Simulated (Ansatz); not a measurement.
**Ag(111) with 4 thermally displaced layers, 2x2: scattering by thermal displacements**

How much do lattice vibrations at 180 K scatter the electrons of Ag? Layers with random displacements are laid between perfect leads, and the resistance is followed against their length.

Calculated with Ansatz 0.2.0; Ansatz plane-wave DFT, PBE, PAW files; ballistic transport by layer matching (Landauer), zero bias; PAW set soft_1.

Report form: the programs' logs are mostly left out.

## Step 1: The structure

The cell holds 40 atoms: 40 Ag. Its edges and angles: a = 5.779 Å, b = 5.779 Å, c = 23.651 Å, α = 93.5°, β = 86.5°, γ = 120.0°. It derives from Ag. Regions: lead, 24 atoms (24 Ag); scattering region, 16 atoms (16 Ag). The structure is stacked along c, and the current runs across the ab planes.

## Step 2: With 4 displaced layers

Each atom of 4 layers is moved at random, by amounts drawn from a normal law 0.0707 Å wide in each direction from the Debye model (225 K) at 180 K. The layers about the cell's end stay perfect and serve as the lead. Disorder leaves little or no symmetry, which makes such runs dear. Energies from -0.05 to 0.05 eV in steps of 0.05 eV are too few for the program's thermal sum, so it prints no conductance; for a metal the transmission near the Fermi level serves, at a fraction of the cost.

Input file input.yaml:

```yaml
crystal:
  lattice:
    - [5.7787594586, 0.0, 0.0]
    - [-2.8893797293, 5.0045524935, 0.0]
    - [1.4446898646, -0.8340920822, 23.5916866996]
  atoms:
    - { symbol: Ag, position: [0.9916666667, 0.0083333333, 0.05] }
    - { symbol: Ag, position: [0.9916666667, 0.5083333333, 0.05] }
    - { symbol: Ag, position: [0.4916666667, 0.0083333333, 0.05] }
    - { symbol: Ag, position: [0.4916666667, 0.5083333333, 0.05] }
    - { symbol: Ag, position: [0.1416666667, 0.3583333333, 0.15] }
    - { symbol: Ag, position: [0.1416666667, 0.8583333333, 0.15] }
    - { symbol: Ag, position: [0.6416666667, 0.3583333333, 0.15] }
    - { symbol: Ag, position: [0.6416666667, 0.8583333333, 0.15] }
[... 28 atom lines left out ...]
    - { symbol: Ag, position: [0.8416666667, 0.1583333333, 0.95] }
    - { symbol: Ag, position: [0.8416666667, 0.6583333333, 0.95] }
    - { symbol: Ag, position: [0.3416666667, 0.1583333333, 0.95] }
    - { symbol: Ag, position: [0.3416666667, 0.6583333333, 0.95] }
kpoints:
  mp_grid: { grid: [4, 4, 1] }
hamiltonian:
  xc: pbe
  pseudopotentials: { kind: paw, azcp: { folder: soft_1 } }
scf:
  occupations: { method: fermi_dirac, width: 0.1 }
output:
  transmission: { leads: [[0, 4]], kmesh: [8, 8], e_range: [-0.05, 0.05], de: 0.05 }
  write_potential: true
  write_density: true
  volumetric_format: npy
```

Command:

```sh
> ansatz run input.yaml --threads 4 --pin off --max-ram 15360MiB --backend cpu --events-out ev --progress --plain --runs-dir out
```

It took 9.2 min on 4 threads of Arm Neoverse V1, shared host; peak memory 6 GiB.

This step gave:

```yaml
free_energy: -303623.1379 eV
energy_at_zero_smearing: -303622.9227 eV
fermi_energy: 17.23 eV
cell_area: 28.92 Å²
transmission_per_spin_nearest_the_fermi_level: 3.199
open_channels_per_spin_nearest_the_fermi_level: 3.234
step_of_the_lead_s_potential: 3 meV
```

Per spin. The transmission, zone mean stays at 3.20 for energy from -0.05 to 0.05 eV.

Per spin. The open channels, zone mean, lead stays at 3.23 for energy from -0.05 to 0.05 eV.

Transmission over k1 and k2. At 0.0000 eV from the Fermi level.

Ten even steps from '_' (2.86) to '@' (3.95):
```
..@@....@@......
....@@..@@......
......____......
@@@@@@______@@@@
........____....
........@@..@@..
........@@....@@
@@......@@......
```
Columns: k1 (b1) from -0.5 to 0.375; rows upwards: k2 (b2) from -0.5 to 0.375.

Open channels over k1 and k2. At 0.0000 eV from the Fermi level.

Ten even steps from '0' (3.00) to '9' (4.00):
```
09009000
00909000
00000000
99900099
00000000
00009090
00009009
90009000
```
Columns: k1 (b1) from -0.5 to 0.375; rows upwards: k2 (b2) from -0.5 to 0.375.

Over the solved energies the transmission per spin lies between 3.20 and 3.20, out of 3.23 channels of the lead on average (up to 3.23).

## Step 3: With 8 displaced layers

Each atom of 8 layers is moved at random, by amounts drawn from a normal law 0.0707 Å wide in each direction from the Debye model (225 K) at 180 K. A fresh draw is used; the growth of the resistance with length is what counts.

System of this step: Ag(111) with 8 thermally displaced layers, 2x2. The cell holds 56 atoms: 56 Ag. Cell: a = 5.779 Å, b = 5.779 Å, c = 33.070 Å, α = 87.5°, β = 92.5°, γ = 120.0°. It derives from Ag. Regions: lead, 24 atoms (24 Ag); scattering region, 32 atoms (32 Ag). The structure is stacked along c, and the current runs across the ab planes.

Input file input.yaml:

```yaml
crystal:
  lattice:
    - [5.7787594586, 0.0, 0.0]
    - [-2.8893797293, 5.0045524935, 0.0]
    - [-1.4446898646, 0.8340920822, 33.0283613795]
  atoms:
    - { symbol: Ag, position: [0.005952381, 0.994047619, 0.0357142857] }
    - { symbol: Ag, position: [0.005952381, 0.494047619, 0.0357142857] }
    - { symbol: Ag, position: [0.505952381, 0.994047619, 0.0357142857] }
    - { symbol: Ag, position: [0.505952381, 0.494047619, 0.0357142857] }
    - { symbol: Ag, position: [0.1845238095, 0.3154761905, 0.1071428571] }
    - { symbol: Ag, position: [0.1845238095, 0.8154761905, 0.1071428571] }
    - { symbol: Ag, position: [0.6845238095, 0.3154761905, 0.1071428571] }
    - { symbol: Ag, position: [0.6845238095, 0.8154761905, 0.1071428571] }
[... 44 atom lines left out ...]
    - { symbol: Ag, position: [0.3273809524, 0.1726190476, 0.9642857143] }
    - { symbol: Ag, position: [0.3273809524, 0.6726190476, 0.9642857143] }
    - { symbol: Ag, position: [0.8273809524, 0.1726190476, 0.9642857143] }
    - { symbol: Ag, position: [0.8273809524, 0.6726190476, 0.9642857143] }
kpoints:
  mp_grid: { grid: [4, 4, 1] }
hamiltonian:
  xc: pbe
  pseudopotentials: { kind: paw, azcp: { folder: soft_1 } }
scf:
  occupations: { method: fermi_dirac, width: 0.1 }
output:
  transmission: { leads: [[0, 4]], kmesh: [8, 8], e_range: [-0.05, 0.05], de: 0.05 }
  write_potential: true
  write_density: true
  volumetric_format: npy
```

Elapsed: 17 min, on 4 threads; peak memory 9.8 GiB.

Numbers from this step:

* free energy: -425071.8726 eV
* energy at zero smearing: -425071.5549 eV
* Fermi energy: 17.16 eV
* transmission per spin nearest the Fermi level: 3.237
* open channels per spin nearest the Fermi level: 3.328
* step of the lead's potential: 3.4 meV

Per spin. Table of transmission, zone mean by energy, zero at the Fermi level:

```
energy (eV)  transmission, zone mean
    -0.0500                     3.24
     0.0000                     3.24
     0.0500                     3.17
```

Over the solved energies the transmission per spin lies between 3.17 and 3.24, out of 3.30 channels of the lead on average (up to 3.33).

## Step 4: With 12 displaced layers

Each atom of 12 layers is moved at random, by amounts drawn from a normal law 0.0707 Å wide in each direction from the Debye model (225 K) at 180 K. A fresh draw is used; the growth of the resistance with length is what counts.

System of this step: Ag(111) with 12 thermally displaced layers, 2x2. The cell holds 72 atoms: 72 Ag. Its edges and angles: a = 5.779 Å, b = 5.779 Å, c = 42.465 Å, α = 90.0°, β = 90.0°, γ = 120.0°. It derives from Ag. Regions: lead, 24 atoms (24 Ag); scattering region, 48 atoms (48 Ag). The structure is stacked along c, and the current runs across the ab planes.

Input file input.yaml:

```yaml
crystal:
  lattice:
    - [5.7787594586, 0.0, 0.0]
    - [-2.8893797293, 5.0045524935, 0.0]
    - [0.0, 0.0, 42.4650360593]
  atoms:
    - { symbol: Ag, position: [0.0, 0.0, 0.0277777778] }
    - { symbol: Ag, position: [0.0, 0.5, 0.0277777778] }
    - { symbol: Ag, position: [0.5, 0.0, 0.0277777778] }
    - { symbol: Ag, position: [0.5, 0.5, 0.0277777778] }
    - { symbol: Ag, position: [0.1666666667, 0.3333333333, 0.0833333333] }
    - { symbol: Ag, position: [0.1666666667, 0.8333333333, 0.0833333333] }
    - { symbol: Ag, position: [0.6666666667, 0.3333333333, 0.0833333333] }
    - { symbol: Ag, position: [0.6666666667, 0.8333333333, 0.0833333333] }
[... 60 atom lines left out ...]
    - { symbol: Ag, position: [0.3333333333, 0.1666666667, 0.9722222222] }
    - { symbol: Ag, position: [0.3333333333, 0.6666666667, 0.9722222222] }
    - { symbol: Ag, position: [0.8333333333, 0.1666666667, 0.9722222222] }
    - { symbol: Ag, position: [0.8333333333, 0.6666666667, 0.9722222222] }
kpoints:
  mp_grid: { grid: [4, 4, 1] }
hamiltonian:
  xc: pbe
  pseudopotentials: { kind: paw, azcp: { folder: soft_1 } }
scf:
  occupations: { method: fermi_dirac, width: 0.1 }
output:
  transmission: { leads: [[0, 4]], kmesh: [8, 8], e_range: [-0.05, 0.05], de: 0.05 }
  write_potential: true
  write_density: true
  volumetric_format: npy
```

Wall time 27 min (4 threads); peak memory 8 GiB; 1.6 h of CPU time.

This step gave:

* free energy: -546520.8866 eV
* energy at zero smearing: -546520.4693 eV
* Fermi energy: 17.24 eV
* transmission per spin nearest the Fermi level: 3.131
* open channels per spin nearest the Fermi level: 3.234
* step of the lead's potential: 4 meV

Per spin. Transmission, zone mean against energy, zero at the Fermi level:

```
energy (eV)  transmission, zone mean
    -0.0500                     3.11
     0.0000                     3.13
     0.0500                     3.13
```

Over the solved energies the transmission per spin lies between 3.11 and 3.13, out of 3.23 channels of the lead on average (up to 3.23).

## Step 5: Resistance against length

This step: Ansatz plane-wave DFT, PBE, PAW files; ballistic transport by layer matching (Landauer), zero bias; resistivity from the slope of the area resistance; PAW set soft_1 (Ansatz 0.2.0).

Numbers from this step:

```yaml
resistivity: 1.495 µΩ cm
intercept: -6.77e-4 fΩ m²
scatter_about_the_fit: 0.001014 fΩ m²
```

Resistance, by row:

```
run  length (Å)      T  channels N  RA (fΩ m²)
 n4       9.437  3.199       3.234     0.01272
 n8       18.87  3.215       3.297     0.02898
n12       28.31  3.124       3.234     0.04093
```

Area resistance against length of the displaced region:

```
length of the displaced region (Å)  area resistance (fΩ m²)
                              9.44                   0.0127
                             18.87                   0.0290
                             28.31                   0.0409
```

The area resistance goes from 0.013 to 0.041 fΩ m² between 9.4 and 28.3 Å, a slope of 1.5 µΩ cm.

By hand from the end points: (0.04093 − 0.01272) fΩ m² / (28.31 − 9.44) Å = 1.5 µΩ cm, since 1 fΩ m² per Å is 1000 µΩ cm.

## Step 6: Results

| Property | Result |
| --- | --- |
| resistivity from the slope | 1.50 µΩ cm |
| area resistance over 9.44 Å | 0.0127 fΩ m² |
| area resistance over 18.9 Å | 0.0290 fΩ m² |
| area resistance over 28.3 Å | 0.0409 fΩ m² |

**Reading.** The slope gives 1.5 µΩ cm. The points scatter by 0.0010 fΩ m² about the line, with one random draw a length in a 2x2 cell, so the slope is a rough value. The mean square of the displacements drawn is 0.75, 0.94 and 0.81 of the nominal one at the three lengths; with each resistance scaled back by that, the slope is 1.8 µΩ cm, the value used below. The lead's own channel count moves between the runs (3.23, 3.30 and 3.23), which shifts RA and the slope too. Read with a model of isotropic scattering on a spherical Fermi surface and the lead's 0.87×10¹⁵ S/m², this slope means a mean free path near 605 Å; over these lengths the model's slope is 1.25 times its bulk resistivity, which would be 1.4 µΩ cm. Uncorrelated displacements put too much weight on short waves, which scatter strongly; with the sideways repeat of a small cell, one draw and three short lengths, the method is good to a factor of two or three.

[Logs are printed without paths, hosts, clocks, repeated set-up lines and the standing remarks that a program may print on its own settings, such as how far it seeks lower states.]

[Hosts, paths, dates, database ids (printed as entryN), source tags and the programs' standing remarks are cut or masked in the printed files.]
